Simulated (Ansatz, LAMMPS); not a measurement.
# Amorphous Ge (61 atoms) under strain, part 2 of 2

How stiff is amorphous Ge (61 atoms), and how do its levels respond to strain?

Ansatz 0.2.0; Kohn-Sham DFT, PBE, PAW (set soft_1), plane waves.

The cell: 61 Ge. The quench rate of 5 K/ps far exceeds what a furnace or splat quench reaches. The starting topology of bonds comes from the classical model. Sampling is at Γ alone.

So far. Step 2 (Single point at the start): The r.m.s. force at the start is 0.21 eV/Å. Step 3 (Cell and atoms relaxed): The relaxation converged after 9 steps, with a largest force component of 0.029 eV/Å.

## 4. Single point at the relaxed geometry

The electronic structure is read at the final geometry, in a run of its own.

The input, input.yaml:

```yaml
crystal:
  lattice:
    - [11.63736, 0.01539, -0.09638]
    - [0.01539, 11.72263, 0.2213]
    - [-0.09638, 0.2213, 11.40241]
  atoms:
    - { symbol: Ge, position: [0.73695, 0.85105, 0.53069] }
    - { symbol: Ge, position: [0.68678, 0.70487, 0.9473] }
    - { symbol: Ge, position: [0.47496, 0.1367, 0.70083] }
    - { symbol: Ge, position: [0.80755, 0.2949, 0.14987] }
    - { symbol: Ge, position: [0.62649, 0.38676, 0.07374] }
    - { symbol: Ge, position: [0.27553, 0.03076, 0.31546] }
    [... 49 atom lines left out ...]
    - { symbol: Ge, position: [0.9931, 0.52912, 0.44201] }
    - { symbol: Ge, position: [0.75392, 0.57837, 0.79897] }
    - { symbol: Ge, position: [0.0629, 0.63379, 0.62512] }
    - { symbol: Ge, position: [0.27263, 0.56236, 0.94175] }
    - { symbol: Ge, position: [0.99934, 0.37753, 0.88906] }
    - { symbol: Ge, position: [0.50574, 0.81095, 0.89577] }
kpoints:
  mp_grid: { grid: [1, 1, 1] }
hamiltonian:
  xc: pbe
  pseudopotentials: { kind: paw, azcp: { folder: soft_1 } }
scf:
  occupations: { method: gaussian, width: 0.05 }
output:
  forces: true
  stress: true
  populations: true
  dos:
    method: { smearing: { sigma: 0.1 } }
    de: 0.1
    projected: { site_lists: { Ge: [Ge] } }
  eigenvalues: true
  write_density: true
  write_potential: true
  volumetric_format: npy
  elf: true
```

Launch:

```sh
> ansatz run input.yaml --threads 4 --pin off --max-ram 8192MiB --backend cpu --events-out ev --progress --plain --runs-dir out
```

Numbers of over 12 decimals in the logs are rounded to 6 here.

The log of the run:

```text
[...]
Crystal: 61 atoms, lattice volume = 1554.840 Å³
Basis set: ecut = 420 eV, 30399 PW (Γ), exchange–correlation on 160×160×160 points (8 copies of the dense FFT grid, shifted against one another)
Bands: 513, of which v1, the nominal top of the filled ones, is band 427 counted from 1 (426 counted from 0)
Symmetry: 1 space group operations
[...]
k-points: 1
[...]
SCF iter   1: F=—  HF=-261984.031276 eV  |F-HF|=—  |Δ(HF+E_count)|=         —  Δρ=3.04e-2  dr2=1.64e1  ethr=3.10e-3  ⟨swp⟩=6.0  Hψ=1827  notcnv=0
[...]
SCF iter  15: F=-261981.924157 eV  HF=-261981.924157 eV  |F-HF|=1.56e-8  |Δ(HF+E_count)|=   6.51e-8  Δρ=6.85e-7  dr2=1.60e-8  ethr=1.17e-11  ⟨swp⟩=13.0  Hψ=3365  notcnv=0
SCF 1 converged in 15 iterations: F = -261981.924157 eV  dr2 = 1.60e-8
[...]
SCF converged after 15 iterations
Free energy (F): -261981.924157 eV
[...]
Internal energy: -261981.924157 eV  (E = F + TS)
E sigma→0 (E₀):  -261981.924157 eV
Fermi energy:    6.916196 eV
[...]
--- Forces (eV/Å), atoms counted from 1 ---
  atom   1  Ge    -0.00285507     0.00714283     0.00630213
  atom   2  Ge    -0.01293027     0.00023185    -0.00325869
  atom   3  Ge     0.00284715     0.00942208     0.00453165
  atom   4  Ge    -0.00204847     0.00169471    -0.00086248
  atom   5  Ge     0.00410115    -0.00275900     0.00148818
  atom   6  Ge    -0.00511892     0.00548873    -0.00313049
  atom   7  Ge    -0.00526679     0.00359412     0.00144270
  atom   8  Ge    -0.01016259    -0.00750104     0.00098895
  atom   9  Ge    -0.00514652     0.00027564     0.00117016
  atom  10  Ge     0.00058732    -0.00181019    -0.01740093
  atom  11  Ge     0.00271343     0.01062908     0.00231858
  atom  12  Ge     0.01325870    -0.00541112    -0.00131012
  atom  13  Ge    -0.00858048     0.00472154     0.00362305
  atom  14  Ge     0.00075974    -0.00020078     0.00891394
[...]
atom  60  Ge     0.00017782     0.00748052    -0.00222666
  atom  61  Ge     0.00218530    -0.00388947    -0.00149456
  max |Σ_I F_I| component: 7.48e-6 eV/Å
--- Stress (GPa, compression-positive) ---
        0.000664       0.000089      -0.011437
        0.000089      -0.006153       0.007361
       -0.011437       0.007361      -0.007503
  P = ⅓ Tr σ = -0.0043 GPa (-0.043 kbar)
--- Band table (eV) ---
[...]
--- Löwdin populations: 61 sites ---
  site symbol       q [e]
     0     Ge     14.0111
     1     Ge     13.9730
     2     Ge     13.9617
[...]
60     Ge     13.9822
  spilling = 0.002058 (of n_electrons = 854.000000)
```

It took 24 s on 4 threads of Intel Xeon Platinum 8488C (Sapphire Rapids), shared host; peak memory 2.4 GiB.

The run gave:

| Quantity | Value |
| --- | --- |
| free energy | -261981.9242 eV |
| free energy per atom | -4294.7856 eV/atom |
| SCF cycles | 15 |
| pressure | -0.004331 GPa |
| r.m.s. force component | 0.00727 eV/Å |
| longest force | 0.03026 eV/Å |
| Fermi energy | 6.916 eV |
| gap (highest filled to lowest empty level) | 0.43 eV |
| spilling of the projection | 0.002058 |

The mean of these charges, 0.029 e, is only the charge that the projection spills.

Löwdin charges by element and coordination (they lack the spilled electrons, 0.029 e an atom on average):

| element | coordination | atoms | mean charge (e) | spread | least | most |
| --- | --- | --- | --- | --- | --- | --- |
| Ge | all | 61 | 0.0288 | 0.0238 | -0.0155 | 0.154 |
| Ge | 3 | 1 | 0.154 | 0 | 0.154 | 0.154 |
| Ge | 4 | 59 | 0.0267 | 0.0177 | -0.0155 | 0.0671 |
| Ge | 5 | 1 | 0.027 | 0 | 0.027 | 0.027 |

States in the cell by windows of 1 eV, zero at the Fermi level; the larger projections on atomic orbitals stand beside the total:

```csv
from (eV),to (eV),total,Ge p,Ge s
-14,-13,0.0,0.0,0.0
-13,-12,1.9,0.0,1.9
-12,-11,9.8,1.9,7.8
-11,-10,20.5,4.7,15.6
-10,-9,17.7,4.5,13.0
-9,-8,15.9,4.3,11.5
-8,-7,18.8,6.1,12.5
-7,-6,16.3,6.6,9.6
-6,-5,11.4,5.5,5.8
-5,-4,10.3,5.9,4.3
-4,-3,26.0,24.1,1.6
-3,-2,31.0,28.7,2.0
-2,-1,44.8,42.0,2.2
-1,0,19.7,18.3,1.1
0,1,16.4,11.6,4.1
1,2,29.1,20.2,6.8
2,3,33.7,24.9,5.3
3,4,39.3,29.4,4.4
4,5,35.3,25.6,2.7
```

Between -26 and -14 eV lie 610 more states.

The levels nearest the highest filled one (over half full), pooled over k-points and spins:

```
level less the highest filled one (eV)  occupation
                                -0.558           2
                                -0.549           2
                                -0.466           2
                                -0.343           2
                                -0.248           2
                                     0           2
                                  0.43           0
                                 0.557           0
                                 0.681           0
                                 0.777           0
                                 0.831           0
                                 0.935           0
```

Valence density in the ab plane at fractional z = 0.225, with atoms of Ge within 0.2 Å of it. It is the smooth field of the valence electrons, not physical close to the nuclei.

Ten steps, logarithmic in the rise over the least value, from '0' (0 e/Å³) to '9' (27 e/Å³), each cell a mean:
```
000000000000000000123421000000000
000000000000000000011110000000000
000000000000000000000000000000000
000000000000000000000000000111100
000000000000000000000000001354210
000000000000000000000000112699521
100000122211000000000111112587421
221101258841100000011222111222222
774111269952100000011222110011124
995211124421000000011111100000125
552100011111000000001110000000013
111000001222100000000000000000011
100000012454210000000000000000001
111111112576311000000000000000000
111232212343211000000000000000000
113697321111111100000000011110000
013797311000111110000000112211000
011343210000011110000000122211000
011221100000012211000000122110000
012332100000122321000001111100000
137973110000124432111111111000000
137983211111112322122221100000000
113432111111111111247852100000000
001111111110000001148962100000000
```
Columns run along a (11.6 Å), rows up along b (11.7 Å). Atoms in or near the plane, at fractional coordinates: Ge at (0.26, 0.65), Ge at (0.63, 0.03), Ge at (0.13, 0.32), Ge at (0.02, 0.60), Ge at (0.10, 0.11), Ge at (0.87, 0.75).

ELF in the ab plane at fractional z = 0.225, with atoms of Ge within 0.2 Å of it. It is the smooth field of the valence electrons, not physical close to the nuclei.

Values, 13 rows by 16 columns, each cell a mean:
```
0.07 0.13 0.23 0.39 0.41 0.36 0.16 0.08 0.28 0.47 0.45 0.39 0.10 0.03 0.04 0.04
0.03 0.01 0.02 0.05 0.08 0.07 0.06 0.05 0.17 0.37 0.32 0.11 0.12 0.29 0.31 0.17
0.14 0.03 0.09 0.26 0.21 0.12 0.12 0.09 0.11 0.23 0.23 0.20 0.41 0.36 0.35 0.41
0.41 0.25 0.43 0.60 0.46 0.37 0.19 0.08 0.06 0.28 0.42 0.46 0.60 0.33 0.34 0.60
0.32 0.45 0.56 0.42 0.27 0.37 0.21 0.08 0.20 0.58 0.58 0.46 0.50 0.42 0.57 0.53
0.30 0.44 0.36 0.42 0.52 0.54 0.23 0.06 0.25 0.54 0.59 0.39 0.16 0.08 0.31 0.42
0.44 0.24 0.12 0.39 0.51 0.48 0.49 0.14 0.08 0.20 0.17 0.07 0.02 0.04 0.22 0.47
0.43 0.39 0.41 0.63 0.37 0.31 0.63 0.43 0.13 0.13 0.15 0.13 0.19 0.29 0.34 0.36
0.52 0.35 0.26 0.58 0.50 0.45 0.61 0.48 0.32 0.16 0.16 0.33 0.47 0.52 0.48 0.30
0.31 0.48 0.43 0.47 0.19 0.20 0.53 0.59 0.36 0.06 0.09 0.44 0.65 0.59 0.35 0.08
0.39 0.48 0.56 0.40 0.09 0.26 0.53 0.49 0.46 0.19 0.20 0.46 0.57 0.50 0.16 0.10
0.47 0.26 0.32 0.56 0.39 0.50 0.48 0.41 0.62 0.50 0.42 0.55 0.36 0.19 0.12 0.32
0.43 0.41 0.51 0.65 0.49 0.57 0.50 0.42 0.58 0.34 0.23 0.46 0.25 0.05 0.08 0.22
```
Columns run along a (11.6 Å), rows up along b (11.7 Å). Atoms in or near the plane, at fractional coordinates: Ge at (0.26, 0.65), Ge at (0.63, 0.03), Ge at (0.13, 0.32), Ge at (0.02, 0.60), Ge at (0.10, 0.11), Ge at (0.87, 0.75).

Between filled and empty levels lie 0.43 eV (at Γ alone); a semilocal functional tends to put such gaps too low. In a disordered cell it changes from sample to sample, and tail or defect levels can set it. Löwdin charges run from -0.02 to +0.15 e, about a mean that is the spilled charge alone. The largest share in the top eV of filled states is Ge p (95 % of the projected weight), and in the lowest eV of empty states Ge p (73 % of the projected weight).

## 5. Volume -3 %

The relaxed cell is scaled evenly and the atoms are relaxed again; the stress at the end gives one point of P(V).

input.yaml, the sections that differ from step 4:

```yaml
crystal:
  lattice:
    - [11.5198, 0.01523, -0.09541]
    - [0.01523, 11.60421, 0.21906]
    - [-0.09541, 0.21906, 11.28723]
  atoms:
    [... the 61 atom lines of step 4 ...]
output:
  forces: true
  eigenvalues: true
  stress: true
relax:
  f_tol: 0.05
  max_steps: 70
# kpoints, hamiltonian, scf: as in step 4
```

The log of the run:

```text
Warning: output.stress: scf.convergence.dr2_threshold = 1e-7 eV (the SCF's general default) is looser than the 6.1e-9 eV advised for a printed stress (1e-10 eV for each atom of the cell: 61). What an SCF threshold leaves in a stress goes as its square root, and in the free energy as the threshold itself, and one threshold admits the most on a small cell: [...]
[...]
Crystal: 61 atoms, lattice volume = 1508.195 Å³
Basis set: ecut = 420 eV, 29507 PW (Γ), exchange–correlation on 160×160×160 points (8 copies of the dense FFT grid, shifted against one another)
Bands: 513, of which v1, the nominal top of the filled ones, is band 427 counted from 1 (426 counted from 0)
Symmetry: 1 space group operations
[...]
k-points: 1
[...]
SCF iter   1: F=—  HF=-261983.935884 eV  |F-HF|=—  |Δ(HF+E_count)|=         —  Δρ=3.17e-2  dr2=1.71e1  ethr=3.10e-3  ⟨swp⟩=6.0  Hψ=1829  notcnv=0
[...]
SCF iter  10: F=-261981.686851 eV  HF=-261981.686860 eV  |F-HF|=8.83e-6  |Δ(HF+E_count)|=   8.08e-5  Δρ=2.33e-5  dr2=4.54e-5  ethr=7.32e-9  ⟨swp⟩=11.0  Hψ=2235  notcnv=0
SCF 1 converged in 10 iterations: F = -261981.686851 eV  dr2 = 4.54e-5
[...]
relax step   1: F+E_penalty+E_count = -261981.68685071 eV  Δ(F+E_penalty+E_count) = +0.000e0 eV  max|allowed force component| = 1.207e-1 eV/Å  Δτ_max = 0.0000 Å  (10 SCF iters, dr2 threshold 6.25e-5 eV, accepted)
[...]
SCF iter  10: F=-261981.711631 eV  HF=-261981.711631 eV  |F-HF|=3.87e-8  |Δ(HF+E_count)|=   6.26e-8  Δρ=7.25e-7  dr2=6.94e-8  ethr=1.17e-11  ⟨swp⟩=10.0  Hψ=2050  notcnv=0
SCF 2 converged in 10 iterations: F = -261981.711631 eV  dr2 = 6.94e-8
[...]
relax step   2: F+E_penalty+E_count = -261981.71163058 eV  Δ(F+E_penalty+E_count) = -2.478e-2 eV  max|allowed force component| = 4.456e-2 eV/Å  Δτ_max = 0.0526 Å  (10 SCF iters, accepted)
SCF converged after 10 iterations
Free energy (F): -261981.711631 eV
[...]
Internal energy: -261981.711631 eV  (E = F + TS)
E sigma→0 (E₀):  -261981.711631 eV
Fermi energy:    7.267148 eV
[...]
--- Forces (eV/Å), atoms counted from 1 ---
  atom   1  Ge    -0.00019228     0.01642461     0.01279909
  atom   2  Ge    -0.01358928     0.00232133     0.00105988
  atom   3  Ge    -0.00372862     0.00857310     0.01037412
  atom   4  Ge     0.01106782     0.01649444     0.01188372
  atom   5  Ge    -0.00020627    -0.01637394    -0.02593112
  atom   6  Ge     0.00315023    -0.01608822     0.00304589
  atom   7  Ge     0.02008035     0.00344034    -0.01380307
  atom   8  Ge    -0.00315517     0.01687044     0.02701585
  atom   9  Ge    -0.01208434     0.01318137    -0.01145565
  atom  10  Ge     0.01388371     0.01248619     0.00802212
  atom  11  Ge     0.00885341    -0.01336356     0.00237956
  atom  12  Ge     0.01712234    -0.00325064    -0.01753919
  atom  13  Ge     0.03064170    -0.04173981    -0.00973849
  atom  14  Ge    -0.00413866    -0.00245044     0.01431160
[...]
atom  60  Ge    -0.02614901    -0.01021713     0.00416425
  atom  61  Ge     0.00506074     0.01314924     0.00266196
  max |Σ_I F_I| component: 1.92e-5 eV/Å
--- Stress (GPa, compression-positive) ---
        1.486050       0.072745       0.090240
        0.072745       1.474551      -0.025621
        0.090241      -0.025621       1.519923
  P = ⅓ Tr σ = 1.4935 GPa (14.935 kbar)
--- Band table (eV) ---
[...]
--- Relaxed structure (2 steps of the walk, 2 accepted, 0 SCFs on fresh bases) ---
  F+E_penalty+E_count = -261981.71163058 eV   max|allowed force component| = 4.456e-2 eV/Å
  atoms:
    - { symbol: Ge, position: [0.735760, 0.852026, 0.531127] }
    - { symbol: Ge, position: [0.686046, 0.705673, 0.947823] }
    - { symbol: Ge, position: [0.474980, 0.136664, 0.700687] }
    - { symbol: Ge, position: [0.808259, 0.295134, 0.150463] }
[...]
- { symbol: Ge, position: [0.504072, 0.812258, 0.897708] }
```

Wall time 32 s (4 threads); peak memory 2.4 GiB.

The program notes that the SCF threshold is loose for the stress.

The relaxation converged after 2 steps, 0.0248 eV below its start, with a largest force component of 0.045 eV/Å.

Volume -3 %: the energy stands 0.213 eV above that of the reference, at a pressure of 1.49 GPa.

## 6. Volume +3 %

The relaxed cell is scaled to another volume.

Input and log are left out; they have the form of those shown for this kind of step.

Wall time 35 s (4 threads of Intel Xeon Platinum 8488C (Sapphire Rapids), shared host); peak memory 2.5 GiB.

The relaxation converged after 2 steps, 0.0198 eV below its start, with a largest force component of 0.047 eV/Å.

Volume +3 %: the energy stands 0.194 eV above that of the reference, at a pressure of -1.25 GPa.

## 7. Volume -6 %

The relaxed cell is scaled to another volume.

Input and log are left out; they have the form of those shown for this kind of step.

Run time: 45 s. Hardware: 4 threads of Intel Xeon Platinum 8488C (Sapphire Rapids), shared host; peak memory 2.3 GiB.

The relaxation converged after 3 steps, 0.119 eV below its start, with a largest force component of 0.038 eV/Å.

Volume -6 %: the energy stands 0.894 eV above that of the reference, at a pressure of 3.25 GPa.

## 8. Volume +6 %

The relaxed cell is scaled to another volume.

Input and log are left out; they have the form of those shown for this kind of step.

It took 56 s on 4 threads of Intel Xeon Platinum 8488C (Sapphire Rapids), shared host; peak memory 2.5 GiB; 3.5 min of CPU time.

The relaxation converged after 3 steps, 0.0853 eV below its start, with a largest force component of 0.038 eV/Å.

Volume +6 %: the energy stands 0.722 eV above that of the reference, at a pressure of -2.35 GPa.

## 9. Volume -10 %

The relaxed cell is scaled to another volume.

Input and log are left out; they have the form of those shown for this kind of step.

It took 68 s on 4 threads of Intel Xeon Platinum 8488C (Sapphire Rapids), shared host; peak memory 2.2 GiB.

The relaxation converged after 4 steps, 0.391 eV below its start, with a largest force component of 0.038 eV/Å.

Volume -10 %: the energy stands 2.67 eV above that of the reference, at a pressure of 6.01 GPa.

## 10. Pressure against volume

Atoms are relaxed at each volume, in the scaled cell.

```csv
volume change (%),volume (Å³/atom),energy change (meV/atom),pressure (GPa),largest move on relaxing (Å),bonds,gap (eV)
-10,22.940,43.73,6.01,0.21,122,0.305
-6,23.960,14.65,3.25,0.09,122,0.395
-3,24.725,3.48,1.49,0.05,122,0.429
+0,25.489,0.00,0.00,-,122,0.43
+3,26.254,3.18,-1.25,0.05,122,0.431
+6,27.019,11.83,-2.35,0.07,122,0.428
```

## 11. What came out

The bulk modulus, from the slope of pressure against ln V over the three points nearest the relaxed volume, is 45.8 GPa; a quadratic over all points gives a pressure derivative of about 4.5. The gap goes from 0.305 eV at the smallest volume to 0.428 eV at the largest, not monotonically (lowest 0.305, highest 0.431 eV), on the run's k-points.

**Limits.** Strains are finite and relaxations stop at the force tolerance of the input, which can leave moduli too stiff; they are those of a static cell at zero temperature. Volumes are changed with the cell's shape held, so in an anisotropic solid the modulus lies over the one under free hydrostatic load. The program notes that the SCF threshold of the relaxations is loose for the stress.

The DFT runs together took 7 min of wall time.

[Logs are printed without paths, hosts, clocks, repeated set-up lines and the standing remarks that a program may print on its own settings, such as how far it seeks lower states.]

[Hosts, paths, dates, database ids (printed as entryN), source tags and the programs' standing remarks are cut or masked in the printed files.]
